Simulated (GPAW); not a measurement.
# A W chain with one atom pushed aside at constant bond length: a series of junctions, part 2 of 2

How does transport respond as one structural variable is stepped? The junctions: a W chain with one atom pushed aside at constant bond length.

GPAW 26.7.0; GPAW LCAO, PAW setups; Landauer transmission from Green's functions with principal layers (ASE), zero bias.

So far, transmission at the Fermi level (one spin): step 2 (junction, offset 0.3 Å) 5.99; step 3 (cell volume -0.4 %, offset 0.6 Å) 5.88; step 4 (cell volume -1.0 %, offset 0.9 Å) 5.36; step 5 (cell volume -1.9 %, offset 1.2 Å) 4.54.

## (7) A varied run

One more run, with changed settings.

run.py reads:

```python
import json
import numpy as np
from ase import Atoms
from ase.transport.calculators import TransportCalculator
from gpaw import GPAW, FermiDirac
from gpaw.lcao.tools import get_lcao_hamiltonian
from scipy.linalg import eigh

# The junction with lead layers at both ends, along the third cell vector
device = Atoms(
    ['W', 'W', 'W', 'W', 'W', 'W', 'W', 'W', 'W', 'W', 'W', 'W', 'W', 'W', 'W'],
    positions=[
        [4.50000, 4.50000, 1.12500],
        [4.50000, 4.50000, 3.37500],
        [4.50000, 4.50000, 5.62500],
        [4.50000, 4.50000, 7.87500],
        [4.50000, 4.50000, 10.12500],
        [4.50000, 4.50000, 12.37500],
        [4.50000, 4.50000, 14.62500],
        [4.80000, 4.50000, 16.85491],
        [4.50000, 4.50000, 19.08482],
        [4.50000, 4.50000, 21.33482],
        [4.50000, 4.50000, 23.58482],
        [4.50000, 4.50000, 25.83482],
        [4.50000, 4.50000, 28.08482],
        [4.50000, 4.50000, 30.33482],
        [4.50000, 4.50000, 32.58482]],
    cell=[[9.0, 0.0, 0.0], [0.0, 9.0, 0.0], [0.0, 0.0, 33.70982]],
    pbc=True)

# One principal layer of the lead: the first 5 atoms of the device
lead = Atoms(
    ['W', 'W', 'W', 'W', 'W'],
    positions=[
        [4.50000, 4.50000, 1.12500],
        [4.50000, 4.50000, 3.37500],
        [4.50000, 4.50000, 5.62500],
        [4.50000, 4.50000, 7.87500],
        [4.50000, 4.50000, 10.12500]],
    cell=[[9.0, 0.0, 0.0], [0.0, 9.0, 0.0], [0.0, 0.0, 11.25]],
    pbc=True)

settings = dict(mode='lcao', basis='dzp', xc='RPBE', h=0.5,
                occupations=FermiDirac(0.1), maxiter=75,
                mixer=dict(beta=0.1, nmaxold=8, weight=100.0),
                convergence=dict(density=0.0001))
energies = np.arange(-2, 2 + 1e-9, 0.05)
eta = 0.0001
n1, n2 = 1, 1
# k and -k transmit alike, so half of the mesh across the current serves
mesh = [(i, j) for i in range(n1) for j in range(n2) if (i, j) <= (-i % n1, -j % n2)]
weights = np.array([1 if (i, j) == (-i % n1, -j % n2) else 2 for i, j in mesh]) / (n1 * n2)


def ground_state(atoms, size, txt):
    atoms.calc = GPAW(kpts={'size': size, 'gamma': True}, symmetry={'tolerance': 1e-3}, txt=txt, **settings)
    atoms.get_potential_energy()
    return atoms.calc.get_fermi_level()


def blocks(atoms, fermi, points, nz, cells):
    """H - E_F S and S between cell 0 and the cells above it, at each point across the current."""
    kz = np.arange(nz) / nz
    calc = atoms.calc.fixed_density(kpts=[(*k, z) for k in points for z in kz], symmetry='off', txt=None)
    H, S = get_lcao_hamiltonian(calc)
    H = (H - fermi * S).reshape(len(H), len(points), nz, *S.shape[1:])
    S = S.reshape(H.shape[1:])
    phases = [np.exp(-2j * np.pi * kz * R) / nz for R in cells]
    return [(np.einsum('skzij,z->ksij', H, p), np.einsum('kzij,z->kij', S, p)) for p in phases]


def pair(a, b):
    return np.block([[a, b], [b.T.conj(), a]])


def count_channels(h, s, cells, nk=240):
    """Half the number of times that the lead's bands cross each energy, unfolded to its shortest repeat."""
    b = len(h) // cells
    bands = []
    for k in (np.arange(nk + 1) + 0.5) / nk:
        hk, sk = h[:b, :b].copy(), s[:b, :b].copy()
        for R in range(1, cells):
            phase, block = np.exp(2j * np.pi * k * R), slice(R * b, (R + 1) * b)
            hk += h[:b, block] * phase + (h[:b, block] * phase).T.conj()
            sk += s[:b, block] * phase + (s[:b, block] * phase).T.conj()
        bands.append(eigh(hk, sk, eigvals_only=True))
    below = np.array(bands)[:, :, None] < energies
    return (below[1:] != below[:-1]).sum((0, 1)) / 2


fermi_lead = ground_state(lead, (1, 1, 10), 'lead.txt')
fermi_device = ground_state(device, (1, 1, 3), 'device.txt')
T, channels, eigen, tail, misfit, shifts = [], [], [], 0.0, 0.0, []
for first in range(0, len(mesh), 493):
    points = [(i / n1, j / n2) for i, j in mesh[first:first + 493]]
    (H0k, S0k), (H1k, S1k), (H2k, _) = blocks(lead, fermi_lead, points, 5, range(3))
    [(Hk, Sk)] = blocks(device, fermi_device, points, 2, [0])
    tail = max(tail, abs(H2k).max())
    for H0, S0, H1, S1, H, S in zip(H0k, S0k, H1k, S1k, Hk, Sk):
        n = len(S0)
        # Shift the lead onto the potential of the device's first layer
        shift = ((H[:, 0, 0] - H0[:, 0, 0]) / S0[0, 0]).real.mean()
        shifts.append(shift)
        misfit = max(misfit, abs(H[:, :n, :n] - H0 - shift * S0).max())
        Tk, Ck, Ek = [], [], []
        for s in range(len(H)):
            t = s % len(H0)  # a lead without moments serves both spins
            h1, s1 = pair(H0[t] + shift * S0, H1[t] + shift * S1), pair(S0, S1)
            leads = dict(h1=h1, s1=s1, energies=energies, eta=eta, eta1=eta, eta2=eta)
            calc = TransportCalculator(h=H[s], s=S, eigenchannels=3, **leads)
            Tk.append(calc.get_transmission())
            Ek.append(np.sort(calc.eigenchannels_ne, axis=0)[::-1])
            Ck.append(count_channels(h1, s1, 10))
        T.append(Tk)
        channels.append(Ck)
        eigen.append(Ek)
T, channels = np.array(T), np.array(channels)
mean, open_channels = np.einsum('kse,k->se', T, weights), np.einsum('kse,k->se', channels, weights)

print(f'basis functions: device {len(S)}, principal layer {n}')
print(f'Fermi level: lead {fermi_lead:.4f} eV, device {fermi_device:.4f} eV; lead shifted by {np.mean(shifts):.4f} eV')
print(f'largest coupling past the next layer {tail:.2e} eV, largest misfit of the first layer {misfit:.3f} eV')
print('  E-E_F (eV)   ' + 'T (one spin)  channels')
for e, t, c in zip(energies, mean.T, open_channels.T):
    print(f'{e:10.3f}  ', *[f'{x:11.4e}' for x in t], *[f'{x:9.4f}' for x in c])

kT = 8.617333e-5 * 300
fine = np.linspace(energies[0], energies[-1], 4001)
both = np.exp(np.interp(fine, energies, np.log(np.maximum(mean.sum(0) * 2 / len(mean), 1e-30))))
fermi = lambda mu: 1 / (1 + np.exp(np.clip((fine - mu) / kT, -200, 200)))
slope = fermi(0) * (1 - fermi(0)) / kT
G = np.trapezoid(both * slope, fine) / 2
seebeck = -np.trapezoid(both * slope * fine, fine) / (2 * G * 300) * 1e6
print(f'conductance at 300 K: {G:.5g} G0 a cell; thermopower {seebeck:.4g} uV/K')
bias = [0.1, 0.2, 0.5, 1.0, 1.5, 2.0]
current = [38.74 * np.trapezoid(both * (fermi(V / 2) - fermi(-V / 2)), fine) for V in bias]
for V, I in zip(bias, current):
    print(f'current from the zero-bias T(E) at {V} V: {I:.5g} uA')
zero = abs(energies).argmin()
json.dump(dict(energies=energies.tolist(), T=mean.tolist(), channels=open_channels.tolist(), G=G, seebeck=seebeck,
               bias=bias, current=current, tail=tail, misfit=misfit, shift=np.mean(shifts), n_device=len(S), n_lead=n,
               fermi=[fermi_lead, fermi_device], energy=device.get_potential_energy(),
               moments=device.get_magnetic_moments().tolist(), mesh=mesh, weights=weights.tolist(),
               T_k=T[:, :, zero].tolist(), eigen=np.array(eigen[0]).tolist()), open('result.json', 'w'))
```

Launch:

```bash
$ OMP_NUM_THREADS=1 OPENBLAS_NUM_THREADS=1 python run.py
```

Wall time 2.4 min (1 thread of Arm Neoverse N1, shared host); peak memory 0.49 GiB.

The run finished. A setting was moved off its sound value on purpose, so it serves as a test and not as the result.

The fault put into the input: a grid far too coarse (h = 0.5).

## (8) Results

```json
{"conductance, first and last member": "5.99 and 4.54 G₀", "largest and smallest": "5.99 and 4.54 G₀"}
```

**Reading.** As the sideways shift goes from 0.3 to 1.2 Å, the conductance goes from 5.99 to 4.54 G₀. The conductance falls at every step of the series. The geometry was built from estimated bond lengths and not relaxed, so the numbers describe this model structure. The run had no spin polarisation, so a magnetic state, which chains and small molecules with open shells often have, wasn't tested. Spin-orbit coupling is left out, which matters for the heavy atoms here. An evenly spaced straight chain is an idealisation: free chains tend to dimerise, zigzag or, where a band edge lies near the Fermi level, turn magnetic. The currents use the zero-bias T(E) throughout, which holds only while the bias is small against the distance to the nearest feature. The energy step is wider than the thermal energy, so the conductance and thermopower rest on interpolation of T(E). The thermopower isn't quoted: it samples T(E) farther from the Fermi level than the conductance does, and the energy grid wasn't tested for it.

[Long decimals in the printed logs are rounded to 6 places.]

[Logs are printed without paths, hosts, clocks, repeated set-up lines and the standing remarks that a program may print on its own settings, such as how far it seeks lower states.]

[Hosts, paths, dates, database ids (printed as entryN), source tags and the programs' standing remarks are cut or masked in the printed files.]
